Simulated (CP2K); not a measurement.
The N K edge of azomethane was computed by TDDFT (CP2K XAS_TDP, aug-cc-pVDZ, TDA) at these levels: PBE0, PBEh(45%) and PBEh(45%) + GW2X. The first three lines of N2 (bonded to C and N) with a strength over 0.0015, energy in eV and strength:

```
run           first          second           third
  1  394.45 (0.059)  400.34 (0.004)  400.82 (0.008)
  2  399.85 (0.058)  405.73 (0.004)  406.21 (0.007)
  3  388.21 (0.049)  392.24 (0.002)  393.46 (0.004)
```

Q: Which run is which?

Run 1: PBEh(45%) (45 % exact exchange). Run 2: PBEh(45%) + GW2X (45 % exact exchange). Run 3: PBE0 (25 % exact exchange). Self-interaction lifts the core level, so the uncorrected lines rise with the share of exact exchange. The GW2X run keeps the spacings of its parent: 5.88 eV between the first two lines in run 2, 5.89 eV in run 1. Its shift is +5.40 eV, since the Kohn–Sham level at this share of exchange lies that far above the quasiparticle level.

[Banner, clock and machine lines of the logs are left out without a mark of their own.]

[Logs are printed without paths, hosts, clocks, repeated set-up lines and the standing remarks that a program may print on its own settings, such as how far it seeks lower states.]

[Hosts, paths, dates, database ids (printed as entryN), source tags and the programs' standing remarks are cut or masked in the printed files.]
